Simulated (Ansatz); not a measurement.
# Mg3GePbN4: complex band structure, part 2 of 3

Aim: relax a made-up compound, Mg3GePbN4, and see how good a tunnel barrier it would be. It is built by putting Pb for Sr in the SrMg3GeN4 structure of space group Cm, with the volume rescaled by atomic radii. The parent structure comes from the Materials Project.

Ansatz 0.2.0; r2SCAN DFT, plane waves, PAW files (the session's first sound run).

So far. Step 2 (Relaxing the new crystal): The largest force component on a free atom ends at 0.010 eV/Å.

The structure was built from a prototype and need not be the compound's stable phase.

## 3. Band edges

The energy window and the wavevectors of the next steps follow from the band edges, so these are searched first, off the mesh as well.

Input file input.yaml:

```yaml
crystal:
  lattice:
    - [5.9574139646, -1.6772258934, 0.0012800313]
    - [5.9574139646, 1.6772258934, 0.0012800313]
    - [-5.9353239694, 0.0, 6.005634777]
  atoms:
    - { symbol: Pb, position: [0.9730145331, 0.9730145331, 0.0052705834] }
    - { symbol: Mg, position: [0.63336285, 0.63336285, 0.446354666] }
    - { symbol: Mg, position: [0.7981674492, 0.7981674492, 0.1609222259] }
    - { symbol: Mg, position: [0.1755049292, 0.1755049292, 0.80034161] }
    - { symbol: Ge, position: [0.3764793348, 0.3764793348, 0.5778523528] }
    - { symbol: "N", position: [0.255587286, 0.255587286, 0.6478395627] }
    - { symbol: "N", position: [0.7992907766, 0.7992907766, 0.4075553449] }
    - { symbol: "N", position: [0.5878769067, 0.5878769067, 0.8092349956] }
    - { symbol: "N", position: [0.4007164344, 0.4007164344, 0.1446296586] }
kpoints:
  mp_grid: { grid: [8, 8, 4] }
  band_path: { path: [VBM, CBM], npoints: 30 }
scf:
  occupations: { method: fixed }
hamiltonian:
  xc: r2scan
output:
  eigenvalues: true
  write_potential: true
  write_density: true
  volumetric_format: npy
```

On the command line:

```
ansatz run input.yaml --threads 2 --pin off --max-ram 4096MiB --backend cpu --events-out ev --progress --plain --runs-dir out
```

Numbers of over 12 decimals in the logs are rounded to 6 here.

Log:

```text
[...]
Crystal: 9 atoms, lattice volume = 120.041 Å³
Basis set: ecut = 500 eV, 3051 PW (Γ), FFT grids on a1−a2, a2, a1+a3, exchange–correlation on 100×192×192 points (64 copies of the dense FFT grid, shifted against one another)
Bands: 48, of which v1, the nominal top of the filled ones, is band 39 counted from 1 (38 counted from 0)
Symmetry: 2 space group operations
[...]
k-points: 78 of 256 (time reversal used)
[...]
SCF iter   1: F=—  HF=-23546.282962 eV  |F-HF|=—  |Δ(HF+E_count)|=         —  Δρ=9.57e-3  dr2=7.61e-2  dr2_τ=3.49e-1  ethr=1.77e-3  ⟨swp⟩=5.0  Hψ=12253  notcnv=0  defer=534
[...]
SCF iter   9: F=-23546.476998 eV  HF=-23546.476998 eV  |F-HF|=3.31e-10  |Δ(HF+E_count)|=   1.74e-8  Δρ=2.36e-6  dr2=5.27e-9  dr2_τ=4.09e-10  ethr=1.28e-10  ⟨swp⟩=1.0  Hψ=8776  notcnv=0
SCF 1 converged in 9 iterations: F = -23546.476998 eV  dr2 = 5.27e-9
[...]
NSCF: frozen V_eff on 68 k-points
[...]
SCF converged after 9 iterations
Free energy (F): -23546.476998 eV
[...]
Internal energy: -23546.476998 eV  (E = F + TS)
E sigma→0 (E₀):  -23546.476998 eV
Fermi energy:    8.712812 eV
[...]
--- Band table (eV; the first three rows and the last of 78) ---
  k-point 0: bands = [... 35 lower, 7.8607, 7.9452, 8.1957, 8.2150, 11.4684, 12.0815, 12.8856, 14.1253, ... 5 higher]
  k-point 1: bands = [... 35 lower, 7.9028, 8.0054, 8.2365, 8.4625, 11.0686, 12.3046, 12.7680, 14.1257, ... 5 higher]
  k-point 2: bands = [... 35 lower, 7.5209, 8.0586, 8.2735, 8.7128, 11.0983, 12.0600, 12.6668, 14.2647, ... 5 higher]
  k-point 77: bands = [... 35 lower, 7.6933, 7.8986, 8.3763, 8.3971, 11.0823, 12.0653, 12.9171, 14.0004, ... 5 higher]
```

Run time: 4.2 min. Hardware: 2 threads of Arm Neoverse V2, shared host; peak memory 0.82 GiB; 6.5 min of CPU time.

Numbers from this step:

* Fermi energy: 8.713 eV
* gap on the k-mesh: 2.136 eV
* gap on path: 2.118 eV, by band count; negative where bands overlap
* direct gap on path: 2.472 eV
* edge places on path: 0, 0.8288 1/A along the path

The electronic bands at the labelled points (eV, zero at the Fermi level (highest filled level under fixed occupations); v1 is the highest filled band, c1 the lowest empty one):

```csv
point,v4,v3,v2,v1,c1,c2,c3,c4
VBM,-0.86,-0.73,-0.38,0.02,3.36,3.69,4.56,5.52
halfway,-1.10,-0.65,-0.60,-0.29,2.70,3.74,4.22,5.09
CBM,-0.98,-0.78,-0.37,-0.34,2.14,3.24,4.07,4.37
```

The searched edges give 2.12 eV, against 2.14 eV on the mesh.

## 4. Decaying states in the gap, plane (100), k-mesh 4×8×8

This step: r2SCAN DFT, plane waves, PAW files; complex bands by layer matching along the plane's normal (Ansatz 0.2.0).

The same crystal is laid in a cell whose first two vectors span the (100) plane (indices of the standard conventional cell, whose axes can be ordered otherwise than in the bulk input). At fixed energy and wavevector in the plane the solver finds all kz, real and complex. A few wavevectors are listed, (0, 0), (0, -0.1979) and (0.5, 0) in units of the plane's reciprocal vectors; the slowest state needn't be among them.

Input file input.yaml:

```yaml
crystal:
  lattice:
    - [8.443679275, 0.0, 0.0]
    - [0.0, 3.354451787, 0.0]
    - [-4.18674056, 1.677225893, 4.238158358]
  atoms:
    - { symbol: Pb, position: [0.0052705834, 0.0269854669, 0.9460290662] }
    - { symbol: Mg, position: [0.446354666, 0.36663715, 0.2667257] }
    - { symbol: Mg, position: [0.1609222259, 0.2018325508, 0.5963348984] }
    - { symbol: Mg, position: [0.80034161, 0.8244950708, 0.3510098584] }
    - { symbol: Ge, position: [0.5778523528, 0.6235206652, 0.7529586696] }
    - { symbol: "N", position: [0.6478395627, 0.744412714, 0.511174572] }
    - { symbol: "N", position: [0.4075553449, 0.2007092234, 0.5985815532] }
    - { symbol: "N", position: [0.8092349956, 0.4121230933, 0.1757538134] }
    - { symbol: "N", position: [0.1446296586, 0.5992835656, 0.8014328688] }
kpoints:
  mp_grid: { grid: [4, 8, 8] }
scf:
  occupations: { method: fixed }
hamiltonian:
  xc: r2scan
output:
  eigenvalues: true
  transmission:
    leads: [[0, 0]]
    kpoints: [[0.0, 0.0], [0.0, -0.1979], [0.5, 0.0]]
    e_range: [-1.0, 3.12]
    de: 0.1
```

Log:

```text
[...]
Crystal: 9 atoms, lattice volume = 120.041 Å³
Basis set: ecut = 500 eV, 3051 PW (Γ), exchange–correlation on 256×100×192 points (64 copies of the dense FFT grid, shifted against one another)
Bands: 48, of which v1, the nominal top of the filled ones, is band 39 counted from 1 (38 counted from 0)
Symmetry: 2 space group operations
[...]
k-points: 78 of 256 (time reversal used)
[...]
SCF iter   1: F=—  HF=-23546.282963 eV  |F-HF|=—  |Δ(HF+E_count)|=         —  Δρ=9.57e-3  dr2=7.61e-2  dr2_τ=3.49e-1  ethr=1.77e-3  ⟨swp⟩=4.9  Hψ=12292  notcnv=0  defer=534
[...]
SCF iter   9: F=-23546.476998 eV  HF=-23546.476998 eV  |F-HF|=2.36e-10  |Δ(HF+E_count)|=   1.72e-8  Δρ=2.36e-6  dr2=5.29e-9  dr2_τ=4.15e-10  ethr=1.28e-10  ⟨swp⟩=1.0  Hψ=8777  notcnv=0
SCF 1 converged in 9 iterations: F = -23546.476998 eV  dr2 = 5.29e-9
[...]
transmission: 6 of 18 steps passed
transmission: 12 of 18 steps passed
transmission: 18 of 18 steps passed
SCF converged after 9 iterations
Free energy (F): -23546.476998 eV
[...]
Internal energy: -23546.476998 eV  (E = F + TS)
E sigma→0 (E₀):  -23546.476998 eV
Fermi energy:    8.712812 eV
[...]
--- Band table (eV; the first three rows and the last of 78) ---
  k-point 0: bands = [... 35 lower, 7.8607, 7.9452, 8.1957, 8.2150, 11.4684, 12.0815, 12.8856, 14.1253, ... 5 higher]
  k-point 1: bands = [... 35 lower, 7.9299, 8.0468, 8.2396, 8.2519, 11.2382, 12.2924, 12.7735, 14.0535, ... 5 higher]
  k-point 2: bands = [... 35 lower, 7.9250, 7.9529, 8.2782, 8.3243, 11.0545, 12.2797, 12.6874, 13.7877, ... 5 higher]
  k-point 77: bands = [... 35 lower, 7.3682, 7.8298, 7.8537, 8.1140, 11.6471, 11.8570, 12.9089, 14.2084, ... 5 higher]
--- Transmission ---
  basis      : 295 plane waves across, 6 finite elements along
  points     : 3, as listed
  energies   : 42 from -1.000000 to 3.100000 eV about the Fermi level, 0.100000 eV apart; the leads are filled to 1.067799 eV, and channels, transmission and decay are at 1.100000 eV
  crystal 0  : Mg3N4Ge1Pb1, at the sites [0, 0], period 4.2382 Å: whole cells are its period
    offset         : up to 0.0000 Å between an atom of the period and one for which it stands
    channels       : 0.000000e0 a spin
    conductance    : none, the energies end too early or step too widely for 300 K: set another output.transmission.e_range or a lower de, or, where they end at an eighth of basis.ecutwfc, a higher one
    slowest decay  : 0.2501 /Å at (0.5000, 0.0000)
```

Run time: 3.3 min. Hardware: 2 threads; peak memory 1.3 GiB.

Numbers from this step:

```yaml
level_to_which_the_leads_are_filled: 1.068 eV from the Fermi level
decay_constant_at_the_filling_level_zone_centre: 0.2628 Å⁻¹
decay_constant_at_the_filling_level_slowest_listed_point: 0.2501 Å⁻¹
```

K parallel (0, 0); values up to 1.5 1/Å, a degenerate pair printed once or twice; energies at which all values exceed this have no row. Table of Im kz of the slowest decaying states by energy, zero at the highest filled level on the SCF mesh:

```csv
energy (eV),decay 1 (Å⁻¹),decay 2 (Å⁻¹),decay 3 (Å⁻¹),decay 4 (Å⁻¹)
-1.00,0.0517,0.204,0.229,0.322
-0.80,0.178,0.216,0.252,0.409
-0.70,0.180,0.245,0.382,0.584
-0.50,0.114,0.358,0.466,0.591
-0.30,0.0791,0.166,0.270,0.272
-0.20,0.138,0.205,0.310,0.362
0.00,0.190,0.252,0.366,0.438
0.10,0.206,0.269,0.389,0.437
0.30,0.230,0.296,0.431,0.436
0.50,0.246,0.314,0.435,0.472
0.60,0.252,0.321,0.434,0.494
0.80,0.260,0.332,0.433,0.548
1.00,0.263,0.338,0.431,0.625
1.10,0.263,0.339,0.430,0.621
1.30,0.258,0.338,0.428,0.612
1.50,0.246,0.333,0.426,0.602
1.60,0.237,0.327,0.425,0.596
1.80,0.208,0.311,0.424,0.584
2.00,0.152,0.285,0.424,0.570
2.10,0.0853,0.264,0.424,0.562
2.30,0.199,0.428,0.547,0.728
2.40,0.218,0.432,0.539,0.731
2.60,0.253,0.446,0.522,0.735
2.80,0.0594,0.253,0.474,0.506
2.90,0.0955,0.241,0.493,0.498
3.10,0.111,0.193,0.482,0.537
```

K parallel (0, -0.1979); values up to 1.5 1/Å, a degenerate pair printed once or twice; energies at which all values exceed this have no row. The Im kz of the slowest decaying states by energy, zero at the highest filled level on the SCF mesh:

```csv
energy (eV),decay 1 (Å⁻¹),decay 2 (Å⁻¹),decay 3 (Å⁻¹),decay 4 (Å⁻¹)
-1.00,0.118,0.156,0.323,0.534
-0.80,0.0993,0.104,0.336,0.475
-0.70,0.114,0.131,0.185,0.345
-0.50,0.166,0.204,0.322,0.413
-0.30,0.150,0.247,0.272,0.394
-0.20,0.213,0.264,0.299,0.410
0.00,0.285,0.298,0.332,0.434
0.10,0.153,0.299,0.326,0.344
0.30,0.264,0.317,0.362,0.381
0.50,0.326,0.375,0.433,0.485
0.60,0.339,0.381,0.459,0.495
0.80,0.359,0.389,0.507,0.519
1.00,0.373,0.395,0.533,0.533
1.10,0.379,0.397,0.526,0.534
1.30,0.387,0.400,0.518,0.530
1.50,0.393,0.401,0.513,0.519
1.60,0.395,0.400,0.511,0.512
1.80,0.397,0.399,0.494,0.507
2.00,0.395,0.396,0.471,0.502
2.10,0.392,0.394,0.458,0.500
2.30,0.383,0.390,0.430,0.494
2.40,0.375,0.387,0.415,0.491
2.60,0.351,0.378,0.384,0.484
2.80,0.308,0.347,0.369,0.476
2.90,0.270,0.325,0.366,0.472
3.10,0.0265,0.285,0.379,0.461
```

K parallel (0.5, 0); values up to 1.5 1/Å, a degenerate pair printed once or twice; energies at which all values exceed this have no row. The Im kz of the slowest decaying states by energy, zero at the highest filled level on the SCF mesh:

```csv
energy (eV),decay 1 (Å⁻¹),decay 2 (Å⁻¹),decay 3 (Å⁻¹),decay 4 (Å⁻¹)
-1.00,0.0898,0.288,0.572,0.744
-0.70,0.0801,0.118,0.476,0.589
-0.40,0.196,0.239,0.597,0.745
-0.10,0.187,0.226,0.380,0.460
0.00,0.0110,0.217,0.226,0.428
0.20,0.231,0.258,0.305,0.496
0.50,0.245,0.294,0.458,0.562
0.80,0.252,0.311,0.564,0.565
1.00,0.252,0.314,0.553,0.623
1.30,0.244,0.309,0.532,0.657
1.60,0.224,0.290,0.510,0.678
1.90,0.184,0.251,0.487,0.693
2.20,0.0839,0.171,0.462,0.704
2.50,0.118,0.435,0.711,0.793
2.80,0.0965,0.173,0.411,0.716
3.10,0.168,0.393,0.718,0.841
```

At the listed wavevectors the last open channel is at +0.00 eV and the next at +2.20 eV on the grid. At +1.10 eV, the grid energy nearest the filling level (the middle of the gap on the SCF mesh), the slowest state at the listed wavevectors decays with κ = 0.250 Å⁻¹, its amplitude falling by e over 4.0 Å. Through 1 nm of this crystal that state's transmission falls by exp(−2 × 0.250 Å⁻¹ × 10 Å) = 0.0067.

## 5. Complex bands, plane (001), k-mesh 8×8×8

The same for the (001) plane, at (0, 0), (0, -0.5) and (-0.1979, -0.099), to see how the decay depends on direction.

Input file input.yaml:

```yaml
crystal:
  lattice:
    - [3.354451787, 0.0, 0.0]
    - [1.677225893, 5.957414102, 0.0]
    - [1.677225893, 0.023380662, 6.006909923]
  atoms:
    - { symbol: Pb, position: [0.0269854669, 0.9407584828, 0.0052705834] }
    - { symbol: Mg, position: [0.36663715, 0.820371034, 0.446354666] }
    - { symbol: Mg, position: [0.2018325508, 0.4354126725, 0.1609222259] }
    - { symbol: Mg, position: [0.8244950708, 0.5506682484, 0.80034161] }
    - { symbol: Ge, position: [0.6235206652, 0.1751063168, 0.5778523528] }
    - { symbol: "N", position: [0.744412714, 0.8633350093, 0.6478395627] }
    - { symbol: "N", position: [0.2007092234, 0.1910262083, 0.4075553449] }
    - { symbol: "N", position: [0.4121230933, 0.3665188178, 0.8092349956] }
    - { symbol: "N", position: [0.5992835656, 0.6568032102, 0.1446296586] }
kpoints:
  mp_grid: { grid: [8, 8, 8] }
scf:
  occupations: { method: fixed }
hamiltonian:
  xc: r2scan
output:
  eigenvalues: true
  transmission:
    leads: [[0, 0]]
    kpoints: [[0.0, 0.0], [0.0, -0.5], [-0.1979, -0.099]]
    e_range: [-1.0, 3.12]
    de: 0.1
```

Log:

```text
[...]
Crystal: 9 atoms, lattice volume = 120.041 Å³
Basis set: ecut = 500 eV, 3051 PW (Γ), exchange–correlation on 100×192×192 points (64 copies of the dense FFT grid, shifted against one another)
Bands: 48, of which v1, the nominal top of the filled ones, is band 39 counted from 1 (38 counted from 0)
Symmetry: 2 space group operations
[...]
k-points: 150 of 512 (time reversal used)
[...]
SCF iter   1: F=—  HF=-23546.282947 eV  |F-HF|=—  |Δ(HF+E_count)|=         —  Δρ=9.57e-3  dr2=7.61e-2  dr2_τ=3.49e-1  ethr=1.77e-3  ⟨swp⟩=4.9  Hψ=23655  notcnv=0  defer=1028
[...]
SCF iter   9: F=-23546.476991 eV  HF=-23546.476991 eV  |F-HF|=4.11e-10  |Δ(HF+E_count)|=   1.74e-8  Δρ=2.35e-6  dr2=5.23e-9  dr2_τ=4.01e-10  ethr=1.28e-10  ⟨swp⟩=1.0  Hψ=16872  notcnv=0
SCF 1 converged in 9 iterations: F = -23546.476991 eV  dr2 = 5.23e-9
[...]
transmission: 9 of 27 steps passed
transmission: 18 of 27 steps passed
transmission: 27 of 27 steps passed
SCF converged after 9 iterations
Free energy (F): -23546.476991 eV
[...]
Internal energy: -23546.476991 eV  (E = F + TS)
E sigma→0 (E₀):  -23546.476991 eV
Fermi energy:    8.712813 eV
[...]
--- Band table (eV; the first three rows and the last of 150) ---
  k-point 0: bands = [... 35 lower, 7.8607, 7.9452, 8.1957, 8.2150, 11.4684, 12.0815, 12.8856, 14.1253, ... 5 higher]
  k-point 1: bands = [... 35 lower, 7.9640, 8.0273, 8.2081, 8.2235, 11.2851, 12.2112, 12.8599, 14.1116, ... 5 higher]
  k-point 2: bands = [... 35 lower, 7.9028, 8.0054, 8.2365, 8.4625, 11.0686, 12.3046, 12.7680, 14.1257, ... 5 higher]
  k-point 149: bands = [... 35 lower, 7.3682, 7.8298, 7.8537, 8.1140, 11.6471, 11.8570, 12.9089, 14.2084, ... 5 higher]
--- Transmission ---
  basis      : 211 plane waves across, 9 finite elements along
  points     : 3, as listed
[...]
crystal 0  : N4Mg3Ge1Pb1, at the sites [0, 0], period 6.0069 Å: whole cells are its period
[...]
channels       : 0.000000e0 a spin
[...]
slowest decay  : 0.2987 /Å at (0.0000, -0.5000)
```

Run time: 2.7 min. Hardware: 2 threads; peak memory 1.1 GiB; 5.4 min of CPU time.

This step gave:

| Property | Result |
| --- | --- |
| decay constant at the filling level, zone centre | 0.3013 Å⁻¹ |
| decay constant at the filling level, slowest listed point | 0.2987 Å⁻¹ |

K parallel (0, 0); values up to 1.5 1/Å, a degenerate pair printed once or twice; energies at which all values exceed this have no row. The Im kz of the slowest decaying states by energy, zero at the highest filled level on the SCF mesh:

```csv
energy (eV),decay 1 (Å⁻¹),decay 2 (Å⁻¹),decay 3 (Å⁻¹),decay 4 (Å⁻¹)
-1.00,0.0868,0.231,0.487,0.890
-0.80,0.152,0.252,0.412,0.854
-0.60,0.0562,0.227,0.278,0.322
-0.40,0.237,0.240,0.299,0.411
-0.20,0.333,0.491,0.763,1.32
0.00,0.00977,0.364,0.575,0.745
0.20,0.256,0.370,0.632,0.732
0.40,0.349,0.401,0.675,0.723
0.60,0.329,0.506,0.709,0.717
0.80,0.317,0.566,0.713,0.737
1.00,0.307,0.606,0.710,0.760
1.30,0.288,0.647,0.702,0.787
1.50,0.271,0.668,0.695,0.803
1.70,0.249,0.686,0.688,0.815
1.90,0.217,0.675,0.707,0.826
2.10,0.170,0.662,0.726,0.836
2.30,0.0562,0.647,0.744,0.844
2.50,0.122,0.630,0.763,0.850
2.70,0.156,0.611,0.783,0.855
2.90,0.0852,0.156,0.589,0.806
3.10,0.102,0.134,0.564,0.849
```

K parallel (0, -0.5); values up to 1.5 1/Å, a degenerate pair printed once or twice; energies at which all values exceed this have no row. The Im kz of the slowest decaying states by energy, zero at the highest filled level on the SCF mesh:

```csv
energy (eV),decay 1 (Å⁻¹),decay 2 (Å⁻¹),decay 3 (Å⁻¹),decay 4 (Å⁻¹)
-1.00,0.254,0.256,1.04,1.26
-0.80,0.0870,0.240,0.817,1.07
-0.70,0.103,0.265,0.313,0.852
-0.50,0.0145,0.305,0.352,0.816
-0.30,0.0548,0.0848,0.321,0.340
-0.20,0.141,0.153,0.356,0.545
0.00,0.216,0.219,0.381,0.701
0.10,0.236,0.245,0.392,0.703
0.30,0.264,0.285,0.411,0.712
0.50,0.282,0.315,0.426,0.724
0.60,0.288,0.327,0.433,0.730
0.80,0.296,0.348,0.443,0.742
1.00,0.299,0.364,0.451,0.752
1.10,0.299,0.370,0.454,0.756
1.30,0.293,0.380,0.459,0.765
1.50,0.281,0.386,0.460,0.772
1.60,0.271,0.388,0.460,0.775
1.80,0.241,0.389,0.457,0.780
2.00,0.177,0.385,0.450,0.784
2.10,0.0999,0.382,0.445,0.786
2.30,0.369,0.427,0.788,0.964
2.40,0.152,0.357,0.415,0.789
2.60,0.380,0.383,0.791,0.952
2.80,0.337,0.345,0.577,0.791
2.90,0.317,0.323,0.671,0.791
3.10,0.200,0.265,0.330,0.790
```

K parallel (-0.1979, -0.099); values up to 1.5 1/Å, a degenerate pair printed once or twice; energies at which all values exceed this have no row. Table of Im kz of the slowest decaying states by energy, zero at the highest filled level on the SCF mesh:

```csv
energy (eV),decay 1 (Å⁻¹),decay 2 (Å⁻¹),decay 3 (Å⁻¹),decay 4 (Å⁻¹)
-1.00,0.159,0.159,0.313,0.950
-0.70,0.0855,0.298,0.298,0.358
-0.40,0.238,0.239,0.344,0.643
-0.10,0.263,0.32,0.387,0.676
0.00,0.292,0.369,0.396,0.682
0.20,0.233,0.315,0.410,0.483
0.50,0.338,0.338,0.421,0.655
0.80,0.380,0.380,0.423,0.679
1.00,0.401,0.401,0.420,0.668
1.30,0.407,0.428,0.428,0.652
1.60,0.386,0.451,0.451,0.640
1.90,0.355,0.434,0.503,0.629
2.20,0.310,0.419,0.547,0.618
2.50,0.240,0.402,0.586,0.604
2.80,0.0821,0.378,0.585,0.585
3.10,0.337,0.558,0.559,0.660
```

At the listed wavevectors the last open channel is at +0.00 eV and the next at +2.20 eV on the grid. At +1.10 eV, the grid energy nearest the filling level (the middle of the gap on the SCF mesh), the slowest state at the listed wavevectors decays with κ = 0.299 Å⁻¹, its amplitude falling by e over 3.3 Å; the first such run, plane (100), gave 0.250 Å⁻¹.

(Part 2 of 3 ends here.)

[Logs are printed without paths, hosts, clocks, repeated set-up lines and the standing remarks that a program may print on its own settings, such as how far it seeks lower states.]

[Hosts, paths, dates, database ids (printed as entryN), source tags and the programs' standing remarks are cut or masked in the printed files.]
